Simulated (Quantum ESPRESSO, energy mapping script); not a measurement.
# Fe: J from the energies of magnetic orders, part 2 of 2

Wanted: the magnetic order of Fe, its couplings and an estimate of its ordering temperature, by PBE, QE, GBRV.

PBE; plane waves, collinear spin, no spin–orbit coupling.

So far. Step 6 (Parallel start in cell C (3 atoms)): The run ends ferromagnetic. For each magnetic atom its energy differs from the parallel run of the first cell by 1.70 meV, an error that one common reference would have brought in. Step 7 (Run 6 (uncompensated ++−; cell C, 3 atoms)): The run ends ferrimagnetic, 205.97 meV a magnetic atom above the parallel order of its cell (energies taken at zero occupation width, not the printed F).

The database entry behind the starting cell differs from later determinations by our own check (an axis about 0.7 % long against later determinations), so it need not match the best structure at ambient conditions.

## (8) Order 7: parallel, cell D of 3 atoms

Level of this step: PBE, GBRV potentials (Quantum ESPRESSO).

The parallel order again, as the reference for this cell.

This run holds the same structure in another cell (b 4.081 → 2.499 Å, c 4.081 → 6.290 Å, α 120.0 → 97.6°, β 90.0 → 97.6°, γ 90.0 → 109.5°).

pw.in

```
&control
  calculation = 'scf'
  prefix = 'pw'
  outdir = './tmp/'
  pseudo_dir = './pseudo/'
  verbosity = 'low'
/
&system
  ibrav = 0
  nat = 3
  ntyp = 1
  ecutwfc = 45
  ecutrho = 360
  nbnd = 43
  occupations = 'smearing'
  smearing = 'fd'
  degauss = 0.00734986
  nspin = 2
  starting_magnetization(1) = 0.1750
/
&electrons
  conv_thr = 7.5e-09
  electron_maxstep = 120
  mixing_beta = 0.3
  mixing_mode = 'plain'
/
ATOMIC_SPECIES
  Fe 55.8450 Fe.upf
CELL_PARAMETERS angstrom
  -1.44300000 1.44300000 1.44300000
  1.44300000 -1.44300000 1.44300000
  4.32900000 4.32900000 -1.44300000
ATOMIC_POSITIONS crystal
  Fe 0.00000000 0.00000000 0.00000000
  Fe 0.66666667 0.66666667 0.33333333
  Fe 0.33333333 0.33333333 0.66666667
K_POINTS automatic
  14 14 14 0 0 0
```

Command:

```sh
$ OMP_NUM_THREADS=1 mpirun -n 4 pw.x -nk 4 -in pw.in > pw.out
```

Output:

```text
[banner, memory and clock lines left out]
Program PWSCF v.7.5 starts
[...]
unit-cell volume          =     243.3195 (a.u.)^3
     number of atoms/cell      =            3
[...]
number of electrons       =        48.00
     number of Kohn-Sham states=           43
     kinetic-energy cutoff     =      45.0000  Ry
     charge density cutoff     =     360.0000  Ry
[...]
internal energy E=F+TS    =    -751.03319159 Ry
     The total energy is F=E-TS. E is the sum of the following terms:
     one-electron contribution =    -355.65725526 Ry
     hartree contribution      =     204.71888692 Ry
     xc contribution           =     -87.61597907 Ry
     ewald contribution        =    -512.47884418 Ry
     total magnetization       =     7.09 Bohr mag/cell
     absolute magnetization    =     7.51 Bohr mag/cell
     convergence has been achieved in  13 iterations
[key lines of the parts left out:]
!    total energy              =    -751.04081139 Ry
the Fermi energy is    16.9708 ev
```

It took 3.6 min on 4 MPI ranks of Arm Neoverse V2, shared host; peak memory 1 GiB; 14 min of CPU time.

The run ends ferromagnetic. For each magnetic atom its energy differs from the parallel run of the first cell by 0.16 meV, an error that one common reference would have brought in.

## (9) Run 8 (uncompensated ++−; cell D, 3 atoms)

This order reverses 2.67 of the 8 neighbours at 2.50 Å, 2.67 of the 6 neighbours at 2.89 Å and 6.67 of the 12 neighbours at 4.08 Å, counted for an average magnetic atom.

pw.in

```
&control
  calculation = 'scf'
  prefix = 'pw'
  outdir = './tmp/'
  pseudo_dir = './pseudo/'
  verbosity = 'low'
/
&system
  ibrav = 0
  nat = 3
  ntyp = 2
  ecutwfc = 45
  ecutrho = 360
  nbnd = 40
  occupations = 'smearing'
  smearing = 'fd'
  degauss = 0.00734986
  nspin = 2
  starting_magnetization(1) = 0.1750
  starting_magnetization(2) = -0.1750
/
&electrons
  conv_thr = 7.5e-09
  electron_maxstep = 120
  mixing_beta = 0.3
  mixing_mode = 'plain'
/
ATOMIC_SPECIES
  Fe1 55.8450 Fe.upf
  Fe2 55.8450 Fe.upf
CELL_PARAMETERS angstrom
  -1.44300000 1.44300000 1.44300000
  1.44300000 -1.44300000 1.44300000
  4.32900000 4.32900000 -1.44300000
ATOMIC_POSITIONS crystal
  Fe1 0.00000000 0.00000000 0.00000000
  Fe1 0.66666667 0.66666667 0.33333333
  Fe2 0.33333333 0.33333333 0.66666667
K_POINTS automatic
  14 14 14 0 0 0
```

Output:

```text
[banner, memory and clock lines left out]
Program PWSCF v.7.5 starts
[...]
unit-cell volume          =     243.3195 (a.u.)^3
     number of atoms/cell      =            3
[...]
number of electrons       =        48.00
     number of Kohn-Sham states=           40
     kinetic-energy cutoff     =      45.0000  Ry
     charge density cutoff     =     360.0000  Ry
[...]
internal energy E=F+TS    =    -751.00433894 Ry
     The total energy is F=E-TS. E is the sum of the following terms:
     one-electron contribution =    -355.44592063 Ry
     hartree contribution      =     204.46538793 Ry
     xc contribution           =     -87.54496206 Ry
     ewald contribution        =    -512.47884418 Ry
     total magnetization       =     2.34 Bohr mag/cell
     absolute magnetization    =     7.23 Bohr mag/cell
     convergence has been achieved in  14 iterations
[key lines of the parts left out:]
!    total energy              =    -751.01304822 Ry
the Fermi energy is    17.3190 ev
```

It took 3.5 min on 4 MPI ranks; peak memory 0.99 GiB.

The run ends ferrimagnetic, 128.38 meV a magnetic atom above the parallel order of its cell (energies taken at zero occupation width, not the printed F).

## (10) Parallel start in cell E (3 atoms)

A new cell needs its own zero of energy.

This run holds the same structure in another cell (a 2.499 → 2.886 Å, b 2.499 → 2.886 Å, c 6.290 → 4.786 Å, α 97.6 → 107.5°, β 97.6 → 107.5°, γ 109.5 → 90.0°).

pw.in

```
&control
  calculation = 'scf'
  prefix = 'pw'
  outdir = './tmp/'
  pseudo_dir = './pseudo/'
  verbosity = 'low'
/
&system
  ibrav = 0
  nat = 3
  ntyp = 1
  ecutwfc = 45
  ecutrho = 360
  nbnd = 43
  occupations = 'smearing'
  smearing = 'fd'
  degauss = 0.00734986
  nspin = 2
  starting_magnetization(1) = 0.1750
/
&electrons
  conv_thr = 7.5e-09
  electron_maxstep = 120
  mixing_beta = 0.3
  mixing_mode = 'plain'
/
ATOMIC_SPECIES
  Fe 55.8450 Fe.upf
CELL_PARAMETERS angstrom
  0.00000000 -2.88600000 0.00000000
  -2.88600000 0.00000000 0.00000000
  1.44300000 1.44300000 -4.32900000
ATOMIC_POSITIONS crystal
  Fe 0.66666667 0.66666667 0.33333333
  Fe 0.33333333 0.33333333 0.66666667
  Fe 0.00000000 0.00000000 0.00000000
K_POINTS automatic
  12 12 12 0 0 0
```

Output:

```text
[banner, memory and clock lines left out]
Program PWSCF v.7.5 starts
[...]
unit-cell volume          =     243.3195 (a.u.)^3
     number of atoms/cell      =            3
[...]
number of electrons       =        48.00
     number of Kohn-Sham states=           43
     kinetic-energy cutoff     =      45.0000  Ry
     charge density cutoff     =     360.0000  Ry
[...]
internal energy E=F+TS    =    -751.03332261 Ry
     The total energy is F=E-TS. E is the sum of the following terms:
     one-electron contribution =    -355.65878635 Ry
     hartree contribution      =     204.71877583 Ry
     xc contribution           =     -87.61446792 Ry
     ewald contribution        =    -512.47884418 Ry
     total magnetization       =     7.06 Bohr mag/cell
     absolute magnetization    =     7.49 Bohr mag/cell
     convergence has been achieved in  13 iterations
[key lines of the parts left out:]
!    total energy              =    -751.04081350 Ry
the Fermi energy is    16.9766 ev
```

Run time: 70 s. Hardware: 4 MPI ranks; peak memory 0.59 GiB.

The run ends ferromagnetic. For each magnetic atom its energy differs from the parallel run of the first cell by -0.14 meV, an error that one common reference would have brought in.

## (11) Order 10: uncompensated ++−, cell E of 3 atoms

This order reverses 5.33 of the 8 neighbours at 2.50 Å, 1.33 of the 6 neighbours at 2.89 Å and 5.33 of the 12 neighbours at 4.08 Å, counted for an average magnetic atom.

pw.in

```
&control
  calculation = 'scf'
  prefix = 'pw'
  outdir = './tmp/'
  pseudo_dir = './pseudo/'
  verbosity = 'low'
/
&system
  ibrav = 0
  nat = 3
  ntyp = 2
  ecutwfc = 45
  ecutrho = 360
  nbnd = 40
  occupations = 'smearing'
  smearing = 'fd'
  degauss = 0.00734986
  nspin = 2
  starting_magnetization(1) = 0.1750
  starting_magnetization(2) = -0.1750
/
&electrons
  conv_thr = 7.5e-09
  electron_maxstep = 120
  mixing_beta = 0.3
  mixing_mode = 'plain'
/
ATOMIC_SPECIES
  Fe1 55.8450 Fe.upf
  Fe2 55.8450 Fe.upf
CELL_PARAMETERS angstrom
  0.00000000 -2.88600000 0.00000000
  -2.88600000 0.00000000 0.00000000
  1.44300000 1.44300000 -4.32900000
ATOMIC_POSITIONS crystal
  Fe1 0.66666667 0.66666667 0.33333333
  Fe1 0.33333333 0.33333333 0.66666667
  Fe2 0.00000000 0.00000000 0.00000000
K_POINTS automatic
  12 12 12 0 0 0
```

Output:

```text
[banner, memory and clock lines left out]
Program PWSCF v.7.5 starts
[...]
unit-cell volume          =     243.3195 (a.u.)^3
     number of atoms/cell      =            3
[...]
number of electrons       =        48.00
     number of Kohn-Sham states=           40
     kinetic-energy cutoff     =      45.0000  Ry
     charge density cutoff     =     360.0000  Ry
[...]
internal energy E=F+TS    =    -750.96872990 Ry
     The total energy is F=E-TS. E is the sum of the following terms:
     one-electron contribution =    -355.35874380 Ry
     hartree contribution      =     204.36555408 Ry
     xc contribution           =     -87.49669601 Ry
     ewald contribution        =    -512.47884418 Ry
     total magnetization       =     2.41 Bohr mag/cell
     absolute magnetization    =     6.92 Bohr mag/cell
     convergence has been achieved in  20 iterations
[key lines of the parts left out:]
!    total energy              =    -750.98236942 Ry
the Fermi energy is    17.3652 ev
```

It took 97 s on 4 MPI ranks; peak memory 0.58 GiB; 6.5 min of CPU time.

The run ends ferrimagnetic, 279.00 meV a magnetic atom above the parallel order of its cell (energies taken at zero occupation width, not the printed F).

## (12) Mapping onto a Heisenberg model

Each energy difference is a sum of couplings weighted by the pairs that the order reverses. A few near shells are fitted to the differences by least squares. Energies are those extrapolated to zero occupation width, not the free energies F.

The orders that converged (zero: parallel moments in the same cell):

```csv
order,atoms,energy (meV a magnetic atom),moments (μB),moments kept as typed,"opposed neighbours at 2.50, 2.89, 4.08 Å"
parallel in cell A,2,0.00,2.42,yes,"0, 0, 0"
compensated +− in cell A,2,231.75,2.22,yes,"4, 4, 8"
parallel in cell B,2,0.00,2.43,yes,"0, 0, 0"
compensated +− in cell B,2,484.39,1.98,yes,"8, 0, 0"
parallel in cell C,3,0.00,2.42,yes,"0, 0, 0"
uncompensated ++− in cell C,3,205.97,2.06 to 2.43,yes,"4, 4, 4"
parallel in cell D,3,0.00,2.42,yes,"0, 0, 0"
uncompensated ++− in cell D,3,128.38,2.29 to 2.35,yes,"2.67, 2.67, 6.67"
parallel in cell E,3,0.00,2.42,yes,"0, 0, 0"
uncompensated ++− in cell E,3,279.00,2.12 to 2.28,yes,"5.33, 1.33, 5.33"
```

Couplings from the energies, with E = −Σ J e·e over ordered pairs:

```csv
pair,distance (Å),neighbours,J (meV)
Fe–Fe,2.50,8,26.9
Fe–Fe,2.89,6,0.224
Fe–Fe,4.08,12,-2.13
Fe–Fe,4.79,24,1.06
```

These orders cannot tell some unfitted shells from fitted ones: the value at 2.50 Å holds J(2.50) + 3 J(7.07), the value at 2.89 Å holds J(2.89) + 4 J(6.29), the value at 4.08 Å holds J(4.08) − 2 J(6.29) + 2 J(6.45) + 2 J(7.07) and the value at 4.79 Å holds J(4.79) + J(6.29) − J(7.07); other unfitted shells add to the values wholly or in part.

Adding the shell at 5.00 Å gives 31, -0.55, -0.38, -0.37 and -4.0 meV and a mean-field temperature of 1567 K, an exact solve that tests nothing.

Limits of this fit: moments change by up to 18 % between orders.

In mean field these couplings order at 1671 K, at q = 0 (the pattern repeats with the chemical cell).

## (13) Monte Carlo

Mean field ignores fluctuations and overstates the ordering temperature, so the model is also sampled. The heat capacity peaks where order sets in.

Classical unit spins with these couplings on 8×8×8 copies of a cell that holds the lowest order (512 spins), heat-bath sweeps, cooled from random directions, 883 sweeps to settle and 2649 measured at each temperature, averaged over 4 runs.

```csv
T (K),order along the lowest pattern,net moment,heat capacity (k_B a spin)
201,0.95,0.95,1.03
343,0.91,0.91,1.08
557,0.84,0.84,1.16
699,0.79,0.79,1.27
841,0.73,0.73,1.43
1055,0.62,0.62,1.74
1198,0.50,0.50,2.08
1269,0.41,0.41,2.18
1340,0.31,0.31,1.85
1482,0.16,0.16,0.72
1696,0.11,0.11,0.34
1838,0.09,0.09,0.24
```

The smoothed heat capacity peaks at 1238 K.

## (14) What came out

```
lowest order tried                                              : parallel
largest fitted value (a combination of shells), Fe–Fe at 2.50 Å : 26.9 meV
ordering temperature, mean field                                : 1671 K
heat-capacity peak, Monte Carlo                                 : 1238 K
```

What this shows: Of the orders tried, Fe prefers parallel moments under PBE, QE, GBRV, and the heat capacity of the fitted model peaks near 1238 K (Monte Carlo, classical spins). The largest fitted value is 27 meV, at 2.50 Å. It is a combination of shells that these orders cannot split, so neither its size nor its sign can be laid on that pair alone. The orders also reverse pairs at 5.00 Å, which are not fitted, so the fitted values hold their part too. With 5 differences for 4 couplings the fit misses by 24 meV at most, a small part of the spread. In the fitted orders moments change by up to 18 % against the parallel run of the same cell, so a model of fixed spins is doubtful here. Every order is gapless on its mesh at this level. In a metal exchange reaches farther, and a short model of fixed moments is less apt. Monte Carlo puts the peak at 0.74 of the mean-field temperature, since mean field leaves out fluctuations. In tests on simple cubic and body-centred models such peaks lay 5 to 6 % under the bulk value.

10 further runs of the session are left out of this account and of its counts and ranges: runs hit by known faults of a program or its files, repeats, responses too ill-conditioned to give a U, cells squeezed past sense, harmless faults, or fits whose shells could not be counted again from the structure.

[Logs and program files are shortened in this print: banners, set-up blocks, solver, clock and traceback lines can be left out without a mark of their own.]

[Logs are printed without paths, hosts, clocks, repeated set-up lines and the standing remarks that a program may print on its own settings, such as how far it seeks lower states.]

[Hosts, paths, dates, database ids (printed as entryN), source tags and the programs' standing remarks are cut or masked in the printed files.]

[Where a cell is said to come from a database of computed structures, the database is the Materials Project.]
